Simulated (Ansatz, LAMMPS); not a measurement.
# Relaxing Mg2+ triflate in trimethyl phosphate and diglyme, from a frame at 300 K (131 atoms), part 3 of 3

How does Mg2+ triflate in trimethyl phosphate and diglyme, from a frame at 300 K (131 atoms) relax, and what do bonds, charges and levels look like afterwards?

Ansatz 0.2.0; Kohn-Sham DFT, LDA, PAW (set soft_2), plane waves.

The cell: 26 C, 28 O, 64 H, 4 P, 2 S, 6 F and 1 Mg. The network of contacts between molecules at the start is that of the classical potential that made the cell. The functional has no dispersion term. The density was typed from a rule of thumb and may lie off the real one at this temperature. The Brillouin zone is sampled at Γ only, in a cell whose shortest periodic width is 11 Å.

So far. Step 4 (Relaxation): The relaxation changed the energy by -48.1 meV/atom, and atoms moved by 0.88 Å r.m.s., 2.3 Å at most.

## 6. Single point at the relaxed geometry

One more single point at the end of the walk gives the fuller output and checks the residual forces.

input.yaml

```yaml
crystal:
  lattice:
    - [11.48111, 0.0, 0.0]
    - [0.0, 11.48111, 0.0]
    - [0.0, 0.0, 11.48111]
  atoms:
    - { symbol: C, position: [0.27053, 0.86568, 0.40269] }
    - { symbol: O, position: [0.22777, 0.75503, 0.36882] }
    - { symbol: C, position: [0.28613, 0.71008, 0.26999] }
    - { symbol: C, position: [0.26527, 0.78344, 0.16312] }
    - { symbol: O, position: [0.3251, 0.73319, 0.07019] }
    - { symbol: C, position: [0.32235, 0.80337, 0.97074] }
    - { symbol: C, position: [0.3796, 0.74199, 0.87076] }
    - { symbol: O, position: [0.49694, 0.71376, 0.88862] }
    - { symbol: C, position: [0.57, 0.81055, 0.87979] }
    - { symbol: H, position: [0.24464, 0.88176, 0.49336] }
    - { symbol: H, position: [0.23478, 0.93563, 0.34739] }
    - { symbol: H, position: [0.36669, 0.86552, 0.39861] }
    - { symbol: H, position: [0.38079, 0.70569, 0.28872] }
    - { symbol: H, position: [0.2535, 0.62096, 0.25602] }
    - { symbol: H, position: [0.17013, 0.78803, 0.14533] }
    - { symbol: H, position: [0.2967, 0.87386, 0.17767] }
    - { symbol: H, position: [0.36588, 0.88816, 0.98889] }
    - { symbol: H, position: [0.23105, 0.82351, 0.94458] }
    - { symbol: H, position: [0.33417, 0.65847, 0.85499] }
    - { symbol: H, position: [0.37009, 0.79775, 0.79209] }
    - { symbol: H, position: [0.55666, 0.87368, 0.95151] }
    - { symbol: H, position: [0.55591, 0.85691, 0.79602] }
    - { symbol: H, position: [0.6605, 0.77911, 0.88325] }
    - { symbol: C, position: [0.19193, 0.73926, 0.64548] }
    - { symbol: O, position: [0.08975, 0.76546, 0.58185] }
    - { symbol: C, position: [0.00543, 0.82809, 0.64698] }
    - { symbol: C, position: [0.0456, 0.94487, 0.68936] }
    - { symbol: O, position: [0.10964, 0.93267, 0.79298] }
    - { symbol: C, position: [0.16492, 0.0351, 0.83018] }
    - { symbol: C, position: [0.09505, 0.10561, 0.91455] }
    - { symbol: O, position: [0.00169, 0.16058, 0.85855] }
    - { symbol: C, position: [0.93317, 0.22239, 0.9377] }
    [... 93 atom lines left out ...]
    - { symbol: O, position: [0.06719, 0.05934, 0.35117] }
    - { symbol: C, position: [0.87711, 0.99729, 0.24442] }
    - { symbol: F, position: [0.84078, 0.10689, 0.23378] }
    - { symbol: F, position: [0.78485, 0.92852, 0.25172] }
    - { symbol: F, position: [0.93623, 0.96954, 0.14829] }
    - { symbol: Mg, position: [0.05775, 0.69894, 0.41468] }
kpoints:
  mp_grid: { grid: [1, 1, 1] }
hamiltonian:
  xc: lda
scf:
  occupations: { method: fixed }
output:
  forces: true
  stress: true
  populations: intrinsic
  dos:
    method: { smearing: { sigma: 0.1 } }
    de: 0.1
    projected: { site_lists: { C: [C], F: [F], H: [H], Mg: [Mg], O: [O] } }
  eigenvalues: true
  write_density: true
  write_potential: true
  volumetric_format: npy
  elf: true
```

Run with:

```bash
$ ansatz run input.yaml --threads 4 --pin off --max-ram 8192MiB --backend cpu --events-out ev --progress --plain --runs-dir out
```

Log:

```text
[...]
Crystal: 131 atoms, lattice volume = 1513.393 Å³
Basis set: ecut = 420 eV, 29423 PW (Γ)
Bands: 341, of which v1, the nominal top of the filled ones, is band 210 counted from 1 (209 counted from 0)
Symmetry: 1 space group operations
[...]
k-points: 1
[...]
SCF iter   1: F=—  HF=-34168.672272 eV  |F-HF|=—  |Δ(HF+E_count)|=         —  Δρ=1.07e-2  dr2=1.31e0  ethr=1.77e-3  ⟨swp⟩=5.0  Hψ=1349  notcnv=0  defer=126
[...]
SCF iter  11: F=-34168.228948 eV  HF=-34168.228948 eV  |F-HF|=1.74e-8  |Δ(HF+E_count)|=   2.92e-7  Δρ=1.79e-6  dr2=4.64e-8  ethr=2.38e-11  ⟨swp⟩=30.0  Hψ=3850  notcnv=0
SCF 1 converged in 11 iterations: F = -34168.228948 eV  dr2 = 4.64e-8
[...]
WARN: The output density's exchange-correlation potential varies sharply where the density is thin. Do not read a vacuum level from v_tot or v_xc, or from such a field of the output density. On a cell that repeats whose density bears no net charge and no dipole along the vacuum's axis use v_es (v_loc + v_h of the components); [...]
SCF converged after 11 iterations
Free energy (F): -34168.228948 eV
[...]
Internal energy: -34168.228948 eV  (E = F + TS)
E sigma→0 (E₀):  -34168.228948 eV
Fermi energy:    -0.598224 eV
[...]
--- Forces (eV/Å), atoms counted from 1 ---
  atom   1  C     -0.00132731    -0.00552081     0.00151805
  atom   2  O     -0.00627340    -0.01097854    -0.00435539
  atom   3  C     -0.00002181     0.00171581    -0.00003216
  atom   4  C      0.00024103    -0.00122741     0.00173269
  atom   5  O     -0.00016845    -0.00041601    -0.00107265
  atom   6  C      0.00330691    -0.00028377    -0.00028739
  atom   7  C      0.00100242     0.00101324     0.00138844
  atom   8  O     -0.00298482    -0.00136286     0.00015866
  atom   9  C      0.00262202     0.00268718     0.00007442
  atom  10  H     -0.00425782     0.00150547     0.00917465
  atom  11  H     -0.00559335     0.01014334    -0.01229726
  atom  12  H      0.01625557     0.00038922     0.00237226
  atom  13  H      0.00054599    -0.00013877     0.00062222
  atom  14  H     -0.00025097    -0.00208955     0.00100106
[...]
atom 130  F      0.00215502    -0.00393294    -0.00866880
  atom 131  Mg    -0.00184862    -0.00831124    -0.00177663
  max |Σ_I F_I| component: 1.50e-4 eV/Å
--- Stress (GPa, compression-positive) ---
       -0.347365      -0.112605      -0.020825
       -0.112605      -0.372418      -0.004013
       -0.020825      -0.004013      -0.482433
  P = ⅓ Tr σ = -0.4007 GPa (-4.007 kbar)
--- Band table (eV) ---
[...]
--- intrinsic populations: 131 sites ---
  site symbol       q [e]
     0      C      4.3242
     1      O      6.4190
     2      C      4.1355
[...]
130     Mg      8.4053
  spilling = -0.000000 (of n_electrons = 420.000000)
```

Run time: 21 s. Hardware: 4 threads of Arm Neoverse V2, shared host; peak memory 1.7 GiB.

The program notes that the exchange-correlation potential is rough where the density is thin.

Numbers from this run:

- free energy: -34168.2289 eV
- free energy per atom: -260.8262 eV/atom
- SCF cycles: 11
- pressure: -0.4007 GPa
- r.m.s. force component: 0.00442 eV/Å
- longest force: 0.02984 eV/Å
- Fermi energy: -0.5982 eV
- gap (highest filled to lowest empty level): 4.558 eV

Intrinsic-atomic-orbital charges by element and coordination:

| element | coordination | atoms | mean charge (e) | spread | least | most |
| --- | --- | --- | --- | --- | --- | --- |
| C | all | 26 | -0.203 | 0.236 | -0.348 | 0.557 |
| F | all | 6 | -0.263 | 0.0069 | -0.271 | -0.253 |
| H | all | 64 | 0.183 | 0.019 | 0.145 | 0.225 |
| Mg | all | 1 | 1.59 | 0 | 1.59 | 1.59 |
| O | all | 28 | -0.694 | 0.217 | -1.01 | -0.365 |
| O | 1 | 6 | -0.928 | 0.0126 | -0.946 | -0.915 |
| O | 2 | 20 | -0.651 | 0.201 | -1.01 | -0.365 |
| O | 3 | 2 | -0.424 | 0.0049 | -0.429 | -0.419 |
| P | all | 4 | 2.12 | 0.0183 | 2.10 | 2.15 |
| S | all | 2 | 2.24 | 4.0e-4 | 2.24 | 2.24 |

States in the cell by windows of 1 eV, zero at the Fermi level; the larger projections on atomic orbitals stand beside the total:

| from (eV) | to (eV) | total | O p | C p | H s | F p |
| --- | --- | --- | --- | --- | --- | --- |
| -10 | -9 | 13.7 | 1.0 | 2.7 | 1.5 | 5.6 |
| -9 | -8 | 14.2 | 3.8 | 2.8 | 2.5 | 0.5 |
| -8 | -7 | 25.6 | 9.8 | 8.0 | 3.6 | 0.2 |
| -7 | -6 | 36.1 | 12.9 | 11.3 | 4.3 | 4.2 |
| -6 | -5 | 55.3 | 18.6 | 16.2 | 6.9 | 9.5 |
| -5 | -4 | 24.4 | 5.3 | 7.0 | 3.4 | 7.7 |
| -4 | -3 | 32.8 | 13.3 | 10.5 | 6.6 | 0.2 |
| -3 | -2 | 49.4 | 28.7 | 9.5 | 7.7 | 0.4 |
| -2 | -1 | 31.4 | 22.5 | 3.5 | 3.3 | 0.6 |
| -1 | 0 | 12.4 | 9.0 | 1.3 | 1.9 | 0.0 |
| 0 | 1 | 0.6 | 0.4 | 0.1 | 0.1 | 0.0 |
| 1 | 4 | 0.0 | 0.0 | 0.0 | 0.0 | 0.0 |
| 4 | 5 | 3.1 | 0.1 | 0.4 | 1.0 | 0.0 |

With fixed occupations the program's Fermi level is the highest filled level; weight inside the gap is the broadening of levels at its edges.

Between -26 and -10 eV lie 112 more states.

Not all projections were asked for or kept, so they needn't add up to the total.

The levels nearest the highest filled one (over half full), pooled over k-points and spins:

| level less the highest filled one (eV) | occupation |
| --- | --- |
| -0.86 | 2 |
| -0.684 | 2 |
| -0.397 | 2 |
| -0.294 | 2 |
| -0.0788 | 2 |
| 0 | 2 |
| 4.56 | 0 |
| 5.08 | 0 |
| 5.10 | 0 |
| 5.23 | 0 |
| 5.34 | 0 |
| 5.43 | 0 |

ELF in the ab plane at fractional z = 0.163, with atoms of C and H and O and P and F within 0.2 Å of it. It is the smooth field of the valence electrons, not physical close to the nuclei.

Values in units of 1e-1, 13 rows by 16 columns, each cell a mean:
```
5.0 0.2 0.1 1.5 6.4 5.9 1.2 0.0 0.0 0.0 0.3 2.6 3.7 1.5 6.5 7.6
1.1 0.8 4.3 5.0 9.6 9.4 2.6 0.0 0.0 0.0 0.1 1.4 2.7 0.7 2.3 3.8
0.1 3.5 9.8 8.4 4.4 4.8 0.6 0.1 0.0 0.0 0.0 0.2 2.8 5.3 2.8 0.3
1.4 1.0 4.2 5.1 3.9 2.1 0.8 0.2 0.0 0.0 0.0 0.7 7.2 9.8 6.3 0.6
4.7 2.4 0.5 0.4 0.7 0.3 0.4 2.0 2.2 0.2 0.0 0.1 1.2 3.2 2.7 2.3
0.8 3.0 2.6 0.6 0.2 0.5 4.7 9.7 7.9 0.6 0.0 0.1 0.1 2.7 5.7 3.7
6.6 3.2 1.1 0.3 0.2 0.7 2.8 5.4 2.6 0.3 0.4 0.0 0.2 0.6 1.2 5.5
7.1 6.2 0.5 4.4 5.3 1.5 1.9 2.0 0.7 0.3 0.5 0.1 2.9 4.4 2.1 6.7
3.7 1.9 1.4 6.9 6.3 6.1 1.8 3.9 1.4 0.1 0.0 0.0 1.3 2.4 2.7 2.4
1.7 8.5 8.1 5.5 5.3 4.4 4.8 6.4 3.5 0.6 0.0 0.0 0.0 0.5 3.0 1.7
2.2 8.6 7.6 6.0 2.3 2.5 7.6 7.9 6.7 1.8 0.0 0.2 1.4 2.6 1.2 0.1
0.1 0.6 1.3 4.5 2.2 1.2 5.6 6.4 3.9 0.7 0.0 0.6 4.4 6.6 3.0 0.4
2.8 0.1 0.0 0.1 0.1 0.1 0.4 0.7 0.3 0.0 0.0 0.2 0.8 1.7 3.9 6.0
```
Columns run along a (11.5 Å), rows up along b (11.5 Å). Atoms in or near the plane, at fractional coordinates: C at (0.27, 0.78), H at (0.30, 0.87), O at (0.01, 0.43), P at (0.01, 0.56), H at (0.83, 0.73), P at (0.40, 0.31), O at (0.26, 0.32), H at (0.11, 0.23), F at (0.94, 0.97).

Electrostatic potential energy in the ab plane at fractional z = 0.163, with atoms of C and H and O and P and F within 0.2 Å of it. With pseudopotentials it is smooth inside the atoms' cores, unlike the true potential.

Values in eV, 13 rows by 16 columns, each cell a mean:
```
  4   6   5   5   4   4   5   6   6   6   6   5   4   1 -25 -30
  5   5   4   3 -14  -6   5   5   6   6   6   6   5   4   4   4
  6   4 -11 -21 -39  -7   5   6   6   6   6   5   4   2   4   5
  5   5   3  -4 -15  -1   5   6   6   6   6   6   2 -20   0   4
-12  -1   5   5   4   5   5   5   5   6   6   6   5   2   1  -5
-43 -19   3   5   5   5   4  -6   3   5   6   6   6   5   0 -30
-32  -5   4   6   5   5   3   1   4   5   5   6   6   5   2 -15
-35   1   6   5   2   0  -4   0   4   5   5   5   5   4   3 -20
  2   5   4 -16 -38 -26 -40 -20   3   5   6   5   5   5   3   2
  4  -9 -12 -14 -14 -13 -32 -17   4   6   6   6   5   5   4   4
  4  -3  -3   0   3   4 -15 -28   5   6   6   6   5   5   5   5
  5   5   5   5   5   6   6   5   6   6   6   6   5   2   3   5
  5   6   6   5   5   6   6   6   6   6   6   6   4   0  -9  -9
```
Columns run along a (11.5 Å; values clipped at the 3rd and 97th percentile), rows up along b (11.5 Å). Atoms in or near the plane, at fractional coordinates: C at (0.27, 0.78), H at (0.30, 0.87), O at (0.01, 0.43), P at (0.01, 0.56), H at (0.83, 0.73), P at (0.40, 0.31), O at (0.26, 0.32), H at (0.11, 0.23), F at (0.94, 0.97).

Mean intrinsic-atomic-orbital charges: C -0.20, F -0.26, H +0.18, Mg +1.59, O -0.69, P +2.12 e.

Local excerpt of 15 atoms (numbers count through the whole input) about Mg131, the only Mg atom; x, y, z are measured from there.

| atom | x | y | z | distance (Å) | bonds | intrinsic-atomic-orbital charge (e) |
| --- | --- | --- | --- | --- | --- | --- |
| Mg131 | 0.00 | 0.00 | 0.00 | 0.00 | 6 | 1.59 |
| O50 | -0.26 | -0.72 | -1.83 | 1.98 | 2 | -1.01 |
| O67 | 0.79 | -1.73 | 0.66 | 2.02 | 2 | -1.00 |
| O123 | -0.66 | 1.83 | -0.53 | 2.02 | 2 | -1.00 |
| O115 | -1.84 | -0.59 | 0.65 | 2.04 | 2 | -1.00 |
| O25 | 0.37 | 0.76 | 1.92 | 2.10 | 3 | -0.43 |
| O2 | 1.95 | 0.64 | -0.53 | 2.12 | 3 | -0.42 |
| H37 | -1.46 | 1.62 | 2.00 | 2.96 | 1 | 0.21 |
| H33 | 2.18 | -0.14 | 1.99 | 2.96 | 1 | 0.18 |
| H14 | 2.25 | -0.90 | -1.82 | 3.03 | 1 | 0.20 |
| C24 | 1.54 | 0.46 | 2.65 | 3.10 | 4 | -0.33 |
| C3 | 2.62 | 0.13 | -1.66 | 3.11 | 4 | -0.14 |
| C1 | 2.44 | 1.91 | -0.14 | 3.11 | 4 | -0.32 |
| C26 | -0.60 | 1.48 | 2.67 | 3.11 | 4 | -0.14 |
| H10 | 2.15 | 2.10 | 0.90 | 3.13 | 1 | 0.19 |

The column of bonds counts only the pairs H-C within 1.34 Å, O-C within 1.73 Å, O-P within 1.98 Å, O-S within 1.88 Å, O-Mg within 2.52 Å, C-C within 1.85 Å, C-F within 1.62 Å, C-S within 2.21 Å; other neighbours, such as metal atoms beside each other in a compound, aren't counted, and periodic images can show an atom twice.

## 7. With scf.occupations.method = "gaussian" and scf.occupations.width = 0.01

Changed here: scf.occupations.method = "gaussian" and scf.occupations.width = 0.01.

input.yaml

```yaml
crystal:
  lattice:
    - [11.48111, 0.0, 0.0]
    - [0.0, 11.48111, 0.0]
    - [0.0, 0.0, 11.48111]
  atoms:
    [... the 131 atom lines of step 3 ...]
kpoints:
  mp_grid: { grid: [1, 1, 1] }
hamiltonian:
  xc: lda
scf:
  occupations: { method: gaussian, width: 0.01 }
output:
  forces: true
  stress: true
  populations: true
  dos:
    method: { smearing: { sigma: 0.08 } }
    de: 0.1
    projected: { site_lists: { C: [C], F: [F], H: [H], Mg: [Mg], O: [O] } }
  eigenvalues: true
```

Log:

```text
[...]
Crystal: 131 atoms, lattice volume = 1513.393 Å³
Basis set: ecut = 420 eV, 29423 PW (Γ)
Bands: 341, of which v1, the nominal top of the filled ones, is band 210 counted from 1 (209 counted from 0)
Symmetry: 1 space group operations
[...]
k-points: 1
[...]
SCF iter   1: F=—  HF=-34162.371137 eV  |F-HF|=—  |Δ(HF+E_count)|=         —  Δρ=1.06e-2  dr2=1.26e0  ethr=1.77e-3  ⟨swp⟩=7.0  Hψ=1643  notcnv=0  defer=107
[...]
SCF iter  10: F=—  HF=-34161.929020 eV  |F-HF|=—  |Δ(HF+E_count)|=   1.14e-6  Δρ=3.88e-6  dr2=2.34e-7  ethr=2.16e-10  ⟨swp⟩=3.0  Hψ=437  notcnv=0  defer=127
SCF iter  11: F=-34161.929020 eV  HF=-34161.929020 eV  |F-HF|=3.94e-8  |Δ(HF+E_count)|=   1.73e-7  Δρ=1.56e-6  dr2=4.12e-8  ethr=2.38e-11  ⟨swp⟩=20.0  Hψ=2421  notcnv=0
SCF 1 converged in 11 iterations: F = -34161.929020 eV  dr2 = 4.12e-8
[...]
SCF converged after 11 iterations
Free energy (F): -34161.929020 eV
[...]
Internal energy: -34161.929020 eV  (E = F + TS)
E sigma→0 (E₀):  -34161.929020 eV
Fermi energy:    1.592168 eV
[...]
Σ components = -34161.929020   (vs F -34161.929020, Δ=0.00e0)
--- Forces (eV/Å), atoms counted from 1 ---
  atom   1  C     -1.41419626    -1.38159265    -2.26818805
  atom   2  O     -1.91890434     1.23138584     2.23341392
  atom   3  C      1.11501341    -0.31410815    -2.00280991
  atom   4  C     -1.17578509    -2.39436885     0.16067105
[...]
atom 131  Mg    -0.49534998     0.29354547     0.07997587
  max |Σ_I F_I| component: 5.28e-5 eV/Å
--- Stress (GPa, compression-positive) ---
       -1.207275      -0.262307       0.207620
       -0.262307      -1.782651       0.242611
        0.207620       0.242611      -1.646524
  P = ⅓ Tr σ = -1.5455 GPa (-15.455 kbar)
--- Band table (eV) ---
[...]
--- Löwdin populations: 131 sites ---
  site symbol       q [e]
     0      C      4.2885
     1      O      6.3667
     2      C      4.0901
[...]
130     Mg      8.4009
  spilling = 0.014845 (of n_electrons = 420.000000)
```

The job ended after 20 s (4 threads; peak memory 1.7 GiB; 75 s of CPU time).

Geometry and reference: those of the single point at the start.

Forces differ from those of the single point at the start by 0.004 meV/Å r.m.s., 4.0e-4 % of their size. It took 1.0 times the reference's time (shared host, so rough).

## 8. Results

* energy change in the relaxation: -48.09 meV/atom
* r.m.s. displacement: 0.878 Å
* largest displacement: 2.323 Å
* free energy per atom: -260.8262 eV/atom
* pressure: -0.4007 GPa
* r.m.s. force component: 0.00442 eV/Å
* gap (highest filled to lowest empty level): 4.558 eV
* wall time of the 4 DFT runs: 5.9 min

**Reading.** Relaxation lowers the energy by 48.1 meV/atom and moves atoms by 0.88 Å r.m.s.; the r.m.s. force component goes from 0.98 to 0.0044 eV/Å, the pressure goes from -1.5 to -0.40 GPa, and the gap from 4.17 to 4.56 eV. By the final cutoffs no bond was broken or made. First to last step the energy falls by 6.300 eV; the largest move, 2.32 Å, is that of H113. The O-P bonds change most in mean length: from 1.597 Å (spread 0.051) to 1.544 Å (spread 0.044). Counting bonds as in the table, all C atoms have 4, all F atoms have 1, all H atoms have 1 and all Mg atoms have 6 bonded neighbours. The highest filled and lowest empty levels differ by 4.56 eV (at Γ alone); a local or semilocal functional tends to put such gaps too low. In a disordered cell it changes from sample to sample and from frame to frame.

What to keep in mind: The network of contacts between molecules at the start is that of the classical potential that made the cell; in DFT atoms moved by 0.88 Å r.m.s.

[Logs are printed without paths, hosts, clocks, repeated set-up lines and the standing remarks that a program may print on its own settings, such as how far it seeks lower states.]

[Hosts, paths, dates, database ids (printed as entryN), source tags and the programs' standing remarks are cut or masked in the printed files.]
